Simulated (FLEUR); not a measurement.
## How the ratio c/a moves the moments of CrO2

Aim: follow the moments and order energies of CrO2 as the ratio c/a changes.

Calculated with FLEUR MaX-R8.1; PBE with U = 3.5 eV on Cr d; all-electron FLAPW, Dirac cores, scalar-relativistic bands.

Report form: the programs' logs are mostly left out.

## (1) The starting structure

The structure is tetragonal, space group P4_2/mnm (No. 136). Conventional cell: a = 4.421 Å, b = 4.421 Å, c = 2.917 Å, α = 90.00°, β = 90.00°, γ = 90.00°. Nearest to Cr lie 6 O at 1.88 to 1.92 Å. Nearest to O lie 3 Cr at 1.88 to 1.92 Å. Farther neighbours and most contacts between anions are not listed.

Structure file:

```cif
data_structure
_symmetry_space_group_name_H-M 'P 1'
_symmetry_Int_Tables_number 1
_cell_length_a 4.4210
_cell_length_b 4.4210
_cell_length_c 2.9170
_cell_angle_alpha 90.000
_cell_angle_beta 90.000
_cell_angle_gamma 90.000
_cell_volume 57.01
loop_
_atom_site_label
_atom_site_type_symbol
_atom_site_fract_x
_atom_site_fract_y
_atom_site_fract_z
_atom_site_occupancy
Cr1 Cr 0.00000 0.00000 0.00000 1
Cr2 Cr 0.50000 0.50000 0.50000 1
O3 O 0.30100 0.30100 0.00000 1
O4 O 0.19900 0.80100 0.50000 1
O5 O 0.69900 0.69900 0.00000 1
O6 O 0.80100 0.19900 0.50000 1
```

## (2) Factor 1, start ferro ++

The scan starts at the cell as given. The U counters the self-interaction that shrinks the moments of a localised shell.

Lengths along (0, 0, 1) take the factor and those normal to it its inverse root, so the volume stays. Atoms keep their fractional places. Spheres, Kmax and the mesh are the same at all points, the spheres being those of the tightest cell. inpgen writes inp.xml from crystal.txt; cutoffs, mixing, functional, smearing and local orbitals are then set in the file. The k list default-1 (kpts.xml, not shown) is a Γ-centred 8×8×8 mesh; where the ranks do not divide the number of points, some are split in two of half the weight.

Contents of inp.xml:

```
<?xml version="1.0" encoding="UTF-8" standalone="no"?>
<fleurInput fleurInputVersion="0.39">
   <comment>
      CrO2
   </comment>
   <calculationSetup>
      <cutoffs Kmax="4.4" Gmax="13.2" GmaxXC="13.2" numbands="0"/>
      <scfLoop itmax="110" minDistance="0.0001" maxIterBroyd="15" imix="Anderson" alpha="0.05" precondParam="0.0" spinf="2.0" sdNocoIR="T"/>
      <coreElectrons ctail="T" frcor="F" kcrel="0" coretail_lmax="0"/>
      <xcFunctional name="pbe" relativisticCorrections="F"/>
      <magnetism jspins="2"/>
      <soc l_soc="F" theta="0.0" phi="0.0" spav="F"/>
      <expertModes spex="0" secvar="F"/>
      <geometryOptimization l_f="F" forcealpha="1.0" forcemix="BFGS" epsdisp="0.00001" epsforce="0.00001"/>
      <ldaU l_linMix="F" mixParam="0.05" spinf="1.0"/>
   </calculationSetup>
   <cell>
      <bzIntegration valenceElectrons="52.0" mode="hist" fermiSmearingEnergy="0.00183747">
         <kPointListSelection listName="default-1"/>
         <xi:include xmlns:xi="http://www.w3.org/2001/XInclude" href="kpts.xml"> </xi:include>
      </bzIntegration>
      <xi:include xmlns:xi="http://www.w3.org/2001/XInclude" href="sym.xml"> </xi:include>
      <bulkLattice scale="1.0">
         <bravaisMatrix>
            <row-1>    8.3544791968565999     0.0000000000000000     0.0000000000000000</row-1>
            <row-2>    0.0000000000000000     8.3544791968565999     0.0000000000000000</row-2>
            <row-3>    0.0000000000000000     0.0000000000000000     5.5123311054581992</row-3>
         </bravaisMatrix>
      </bulkLattice>
   </cell>
   <atomSpecies>
      <species name="Chromium (3.000" element="Cr" atomicNumber="24">
         <mtSphere radius="2.12" gridPoints="701" logIncrement="0.017"/>
         <atomicCutoffs lmax="8" lnonsphr="6"/>
         <electronConfig flipSpins="F">
            <coreConfig>(1s1/2) (2s1/2) (2p1/2) (2p3/2)</coreConfig>
            <valenceConfig>(3s1/2) (3p1/2) (3p3/2) (4s1/2) (3d3/2) (3d5/2)</valenceConfig>
            <stateOccupation state="(4s1/2)" spinUp="0.5" spinDown="0.5"/>
            <stateOccupation state="(3d3/2)" spinUp="1.0" spinDown="1.0"/>
            <stateOccupation state="(3d5/2)" spinUp="3.0" spinDown="0.0"/>
         </electronConfig>
         <energyParameters s="4" p="4" d="3" f="4"/>
         <ldaU l="2" U="3.5" J="0.0" l_amf="F"/>
         <lo type="SCLO" l="0" n="3" eDeriv="0"/>
         <lo type="SCLO" l="1" n="3" eDeriv="0"/>
      </species>
      <species name="Oxygen (O)" element="O" atomicNumber="8">
         <mtSphere radius="1.2" gridPoints="397" logIncrement="0.026"/>
         <atomicCutoffs lmax="6" lnonsphr="4"/>
         <electronConfig flipSpins="F">
            <coreConfig>(1s1/2)</coreConfig>
            <valenceConfig>(2s1/2) (2p1/2) (2p3/2)</valenceConfig>
            <stateOccupation state="(2p1/2)" spinUp="0.666667" spinDown="0.666667"/>
            <stateOccupation state="(2p3/2)" spinUp="1.333333" spinDown="1.333333"/>
         </electronConfig>
         <energyParameters s="2" p="2" d="3" f="4"/>
      </species>
   </atomSpecies>
   <atomGroups>
      <atomGroup species="Chromium (3.000">
         <relPos label="                   1">.0000000000 .0000000000 .0000000000</relPos>
         <relPos label="                   2">1.000/2.000 1.000/2.000 1.000/2.000</relPos>
         <force calculate="T" relaxXYZ="TTT"/>
      </atomGroup>
      <atomGroup species="Oxygen (O)">
         <relPos label="                   3">.3010000000 .3010000000 .0000000000</relPos>
         <relPos label="                   4">.1990000000 -.1990000000 1.000/2.000</relPos>
         <relPos label="                   5">-.3010000000 -.3010000000 .0000000000</relPos>
         <relPos label="                   6">-.1990000000 .1990000000 1.000/2.000</relPos>
         <force calculate="T" relaxXYZ="TTT"/>
      </atomGroup>
   </atomGroups>
   <output dos="F" band="F" slice="F">
      <bandDOS minEnergy="-.5*Htr" maxEnergy="0.5*Htr" sigma="0.015" storeEVData="T"/>
      <plotting iplot="0" polar="F">
         <plot TwoD="T" vec1="  1.0  0.0  0.0" vec2="  0.0  1.0  0.0" vec3="  0.0  0.0  1.0" zero="  0.0  0.0  0.0" file="plot"/>
      </plotting>
      <moessbauerParams electricFieldGradient="F" isomerShift="F" coreHyperfine="F" valenceHyperfine="F"/>
   </output>
</fleurInput>
```

Contents of crystal.txt:

```
CrO2
&input film=F cartesian=F /
4.42100000000  0.00000000000  0.00000000000
0.00000000000  4.42100000000  0.00000000000
0.00000000000  0.00000000000  2.91700000000
1.8897261246
1.0 1.0 1.0

6
24 0.00000000000  0.00000000000  0.00000000000 : 3.000
24 0.50000000000  0.50000000000  0.50000000000 : 3.000
8 0.30100000000  0.30100000000  0.00000000000
8 0.19900000000  0.80100000000  0.50000000000
8 0.69900000000  0.69900000000  0.00000000000
8 0.80100000000  0.19900000000  0.50000000000

&kpt div1=8 div2=8 div3=8 gamma=T /
```

The run is started by

```bash
OMP_NUM_THREADS=1 inpgen -f crystal.txt > inpgen.log  # inp.xml is then edited as shown
OMP_NUM_THREADS=1 mpirun -n 4 fleur_MPI > fleur.log
```

Run time: 1.7 min. Hardware: 4 MPI ranks of Arm Neoverse V2, shared host; peak memory 0.27 GiB; 6.9 min of CPU time.

Spin moment in the muffin-tin sphere by atom:

```
atom  spin moment in the muffin-tin sphere (μB)
 Cr1                                       2.21
 Cr2                                       2.21
  O3                                      -0.12
  O4                                      -0.12
  O5                                      -0.12
  O6                                      -0.12
```

Read from the output:

- free energy: -65376.4416 eV
- program's band gap on this mesh (in a metal only a level spacing): 0.04581 eV
- magnetization: 4 μB
- final state: ferromagnetic, with opposed induced moments

After 25 cycles the largest moment stands at 2.21 μB.

## (3) Factor 1, start antiferro +-

inp.xml, as its differences from that of step 2:

```diff
@@ -46,2 +46,17 @@
       </species>
+      <species name="Chromium (-3.000" element="Cr" atomicNumber="24">
+         <mtSphere radius="2.12" gridPoints="701" logIncrement="0.017"/>
+         <atomicCutoffs lmax="8" lnonsphr="6"/>
+         <electronConfig flipSpins="F">
+            <coreConfig>(1s1/2) (2s1/2) (2p1/2) (2p3/2)</coreConfig>
+            <valenceConfig>(3s1/2) (3p1/2) (3p3/2) (4s1/2) (3d3/2) (3d5/2)</valenceConfig>
+            <stateOccupation state="(4s1/2)" spinUp="0.5" spinDown="0.5"/>
+            <stateOccupation state="(3d3/2)" spinUp="1.0" spinDown="1.0"/>
+            <stateOccupation state="(3d5/2)" spinUp="0.0" spinDown="3.0"/>
+         </electronConfig>
+         <energyParameters s="4" p="4" d="3" f="4"/>
+         <ldaU l="2" U="3.5" J="0.0" l_amf="F"/>
+         <lo type="SCLO" l="0" n="3" eDeriv="0"/>
+         <lo type="SCLO" l="1" n="3" eDeriv="0"/>
+      </species>
       <species name="Oxygen (O)" element="O" atomicNumber="8">
@@ -61,2 +76,5 @@
          <relPos label="                   1">.0000000000 .0000000000 .0000000000</relPos>
+         <force calculate="T" relaxXYZ="TTT"/>
+      </atomGroup>
+      <atomGroup species="Chromium (-3.000">
          <relPos label="                   2">1.000/2.000 1.000/2.000 1.000/2.000</relPos>
@@ -66,4 +84,7 @@
          <relPos label="                   3">.3010000000 .3010000000 .0000000000</relPos>
+         <relPos label="                   5">-.3010000000 -.3010000000 .0000000000</relPos>
+         <force calculate="T" relaxXYZ="TTT"/>
+      </atomGroup>
+      <atomGroup species="Oxygen (O)">
          <relPos label="                   4">.1990000000 -.1990000000 1.000/2.000</relPos>
-         <relPos label="                   5">-.3010000000 -.3010000000 .0000000000</relPos>
          <relPos label="                   6">-.1990000000 .1990000000 1.000/2.000</relPos>
```

crystal.txt, as its differences from that of step 2:

```diff
@@ -10,3 +10,3 @@
 24 0.00000000000  0.00000000000  0.00000000000 : 3.000
-24 0.50000000000  0.50000000000  0.50000000000 : 3.000
+24 0.50000000000  0.50000000000  0.50000000000 : -3.000
 8 0.30100000000  0.30100000000  0.00000000000
```

It took 4.5 min on 4 MPI ranks; peak memory 0.33 GiB; 18 min of CPU time.

Spin moment in the muffin-tin sphere by atom:

```
atom  spin moment in the muffin-tin sphere (μB)
 Cr1                                       1.92
 Cr2                                      -1.92
  O3                                      -0.02
  O4                                       0.02
  O5                                      -0.02
  O6                                       0.02
```

Read from the output:

```yaml
free_energy: -65376.1099 eV
program_s_band_gap_on_this_mesh_in_a_metal_only_a_level_spacing: 0.05347 eV
magnetization: 0 μB
final_state: antiferromagnetic
```

After 43 cycles the largest moment stands at 1.92 μB.

## (4) Factor 1.09, start ferro ++

The farthest finished point is shown in full.

inp.xml, as its differences from that of step 3:

```diff
@@ -24,5 +24,5 @@
          <bravaisMatrix>
-            <row-1>    8.3544791968565999     0.0000000000000000     0.0000000000000000</row-1>
-            <row-2>    0.0000000000000000     8.3544791968565999     0.0000000000000000</row-2>
-            <row-3>    0.0000000000000000     0.0000000000000000     5.5123311054581992</row-3>
+            <row-1>    8.0021397741530134     0.0000000000000000     0.0000000000000000</row-1>
+            <row-2>    0.0000000000000000     8.0021397741530134     0.0000000000000000</row-2>
+            <row-3>    0.0000000000000000     0.0000000000000000     6.0084409049494383</row-3>
          </bravaisMatrix>
@@ -40,17 +40,2 @@
             <stateOccupation state="(3d5/2)" spinUp="3.0" spinDown="0.0"/>
-         </electronConfig>
-         <energyParameters s="4" p="4" d="3" f="4"/>
-         <ldaU l="2" U="3.5" J="0.0" l_amf="F"/>
-         <lo type="SCLO" l="0" n="3" eDeriv="0"/>
-         <lo type="SCLO" l="1" n="3" eDeriv="0"/>
-      </species>
-      <species name="Chromium (-3.000" element="Cr" atomicNumber="24">
-         <mtSphere radius="2.12" gridPoints="701" logIncrement="0.017"/>
-         <atomicCutoffs lmax="8" lnonsphr="6"/>
-         <electronConfig flipSpins="F">
-            <coreConfig>(1s1/2) (2s1/2) (2p1/2) (2p3/2)</coreConfig>
-            <valenceConfig>(3s1/2) (3p1/2) (3p3/2) (4s1/2) (3d3/2) (3d5/2)</valenceConfig>
-            <stateOccupation state="(4s1/2)" spinUp="0.5" spinDown="0.5"/>
-            <stateOccupation state="(3d3/2)" spinUp="1.0" spinDown="1.0"/>
-            <stateOccupation state="(3d5/2)" spinUp="0.0" spinDown="3.0"/>
          </electronConfig>
@@ -76,5 +61,2 @@
          <relPos label="                   1">.0000000000 .0000000000 .0000000000</relPos>
-         <force calculate="T" relaxXYZ="TTT"/>
-      </atomGroup>
-      <atomGroup species="Chromium (-3.000">
          <relPos label="                   2">1.000/2.000 1.000/2.000 1.000/2.000</relPos>
@@ -84,7 +66,4 @@
          <relPos label="                   3">.3010000000 .3010000000 .0000000000</relPos>
+         <relPos label="                   4">.1990000000 -.1990000000 1.000/2.000</relPos>
          <relPos label="                   5">-.3010000000 -.3010000000 .0000000000</relPos>
-         <force calculate="T" relaxXYZ="TTT"/>
-      </atomGroup>
-      <atomGroup species="Oxygen (O)">
-         <relPos label="                   4">.1990000000 -.1990000000 1.000/2.000</relPos>
          <relPos label="                   6">-.1990000000 .1990000000 1.000/2.000</relPos>
```

Contents of crystal.txt:

```
CrO2
&input film=F cartesian=F /
4.23455000700  0.00000000000  0.00000000000
0.00000000000  4.23455000700  0.00000000000
0.00000000000  0.00000000000  3.17953000000
1.8897261246
1.0 1.0 1.0

6
24 0.00000000000  0.00000000000  0.00000000000 : 3.000
24 0.50000000000  0.50000000000  0.50000000000 : 3.000
8 0.30100000000  0.30100000000  0.00000000000
8 0.19900000000  0.80100000000  0.50000000000
8 0.69900000000  0.69900000000  0.00000000000
8 0.80100000000  0.19900000000  0.50000000000

&kpt div1=8 div2=8 div3=8 gamma=T /
```

Wall time 100 s (4 MPI ranks); peak memory 0.27 GiB.

Spin moment in the muffin-tin sphere by atom:

```
atom  spin moment in the muffin-tin sphere (μB)
 Cr1                                       2.19
 Cr2                                       2.19
  O3                                      -0.11
  O4                                      -0.11
  O5                                      -0.11
  O6                                      -0.11
```

Numbers from this step:

- free energy: -65375.9763 eV
- program's band gap on this mesh (in a metal only a level spacing): 0.006143 eV
- magnetization: 4 μB
- final state: ferromagnetic, with opposed induced moments

After 25 cycles the largest moment stands at 2.19 μB.

## (5) Factor 1.09, start antiferro +-

inp.xml, as its differences from that of step 4:

```diff
@@ -46,2 +46,17 @@
       </species>
+      <species name="Chromium (-3.000" element="Cr" atomicNumber="24">
+         <mtSphere radius="2.12" gridPoints="701" logIncrement="0.017"/>
+         <atomicCutoffs lmax="8" lnonsphr="6"/>
+         <electronConfig flipSpins="F">
+            <coreConfig>(1s1/2) (2s1/2) (2p1/2) (2p3/2)</coreConfig>
+            <valenceConfig>(3s1/2) (3p1/2) (3p3/2) (4s1/2) (3d3/2) (3d5/2)</valenceConfig>
+            <stateOccupation state="(4s1/2)" spinUp="0.5" spinDown="0.5"/>
+            <stateOccupation state="(3d3/2)" spinUp="1.0" spinDown="1.0"/>
+            <stateOccupation state="(3d5/2)" spinUp="0.0" spinDown="3.0"/>
+         </electronConfig>
+         <energyParameters s="4" p="4" d="3" f="4"/>
+         <ldaU l="2" U="3.5" J="0.0" l_amf="F"/>
+         <lo type="SCLO" l="0" n="3" eDeriv="0"/>
+         <lo type="SCLO" l="1" n="3" eDeriv="0"/>
+      </species>
       <species name="Oxygen (O)" element="O" atomicNumber="8">
@@ -61,2 +76,5 @@
          <relPos label="                   1">.0000000000 .0000000000 .0000000000</relPos>
+         <force calculate="T" relaxXYZ="TTT"/>
+      </atomGroup>
+      <atomGroup species="Chromium (-3.000">
          <relPos label="                   2">1.000/2.000 1.000/2.000 1.000/2.000</relPos>
@@ -66,4 +84,7 @@
          <relPos label="                   3">.3010000000 .3010000000 .0000000000</relPos>
+         <relPos label="                   5">-.3010000000 -.3010000000 .0000000000</relPos>
+         <force calculate="T" relaxXYZ="TTT"/>
+      </atomGroup>
+      <atomGroup species="Oxygen (O)">
          <relPos label="                   4">.1990000000 -.1990000000 1.000/2.000</relPos>
-         <relPos label="                   5">-.3010000000 -.3010000000 .0000000000</relPos>
          <relPos label="                   6">-.1990000000 .1990000000 1.000/2.000</relPos>
```

crystal.txt, as its differences from that of step 4:

```diff
@@ -10,3 +10,3 @@
 24 0.00000000000  0.00000000000  0.00000000000 : 3.000
-24 0.50000000000  0.50000000000  0.50000000000 : 3.000
+24 0.50000000000  0.50000000000  0.50000000000 : -3.000
 8 0.30100000000  0.30100000000  0.00000000000
```

Wall time 2.8 min (4 MPI ranks); peak memory 0.33 GiB.

Numbers from this step:

- free energy: -65375.7187 eV
- program's band gap on this mesh (in a metal only a level spacing): 0.4856 eV
- magnetization: 0 μB
- final state: antiferromagnetic
- largest moment: 1.955 μB

After 28 cycles the largest moment stands at 1.96 μB.

## (6) All points

In all 12 runs were made at the factors 0.94, 0.97, 1, 1.03, 1.06 and 1.09, of which 12 converged. The tables hold the factors at which the parallel start converged, and CPU times count converged runs alone. Differences are of free energies.

Final states:

```
factor on c at fixed volume                                     ferro ++       antiferro +-  CPU time (s)
                       0.94  ferromagnetic, with opposed induced moments  antiferromagnetic          1514
                       0.97  ferromagnetic, with opposed induced moments  antiferromagnetic          1319
                          1  ferromagnetic, with opposed induced moments  antiferromagnetic          1487
                       1.03  ferromagnetic, with opposed induced moments  antiferromagnetic          1095
                       1.06  ferromagnetic, with opposed induced moments  antiferromagnetic          1119
                       1.09  ferromagnetic, with opposed induced moments  antiferromagnetic          1075
```

Energy over the lowest point, ferro ++ against factor on c at fixed volume:

```
factor on c at fixed volume  energy over the lowest point, ferro ++ (meV a primitive cell)
                     0.9400                                                            365
                     0.9700                                                            106
                     1.0000                                                              0
                     1.0300                                                           37.4
                     1.0600                                                            193
                     1.0900                                                            465
```

Table of largest sphere moment by factor on c at fixed volume:

```
factor on c at fixed volume  ferro ++ (μB)  antiferro +- (μB)
                     0.9400           2.21               1.91
                     0.9700           2.21               1.91
                     1.0000           2.21               1.92
                     1.0300           2.21               1.93
                     1.0600           2.20               1.94
                     1.0900           2.19               1.96
```

The net moment, ferro ++ stays at 4 μB a primitive cell for factor on c at fixed volume from 0.94 to 1.09.

Table of energy less that of the parallel start, antiferro +- by factor on c at fixed volume:

```
factor on c at fixed volume  energy less that of the parallel start, antiferro +- (meV a seeded atom)
                     0.9400                                                                       173
                     0.9700                                                                       172
                     1.0000                                                                       166
                     1.0300                                                                       154
                     1.0600                                                                       140
                     1.0900                                                                       129
```

## (7) Outcome

- largest moment, parallel start: 2.21 μB at 0.94, 2.19 μB at 1.09
- net moment, parallel start: 4 to 4 μB a primitive cell
- start antiferro +- less the parallel start: +173.2 meV at 0.94, +128.8 meV at 1.09, a seeded atom

**Reading.** The largest moment of the parallel start goes from 2.21 μB at 0.94 to 2.19 μB at 1.09. Its energy is least at 1 of the points run. The start antiferro +- lies over the parallel start at every point where both finished. The opposed order is one of several, taken for its small cell; another can lie lower, so the scan does not name the ground state. Atoms were not relaxed at any point.

[Logs and program files are shortened in this print: banners, set-up blocks, solver, clock and traceback lines can be left out without a mark of their own.]

[Logs are printed without paths, hosts, clocks, repeated set-up lines and the standing remarks that a program may print on its own settings, such as how far it seeks lower states.]

[Hosts, paths, dates, database ids (printed as entryN), source tags and the programs' standing remarks are cut or masked in the printed files.]

[Where a cell is said to come from a database of computed structures, the database is the Materials Project.]
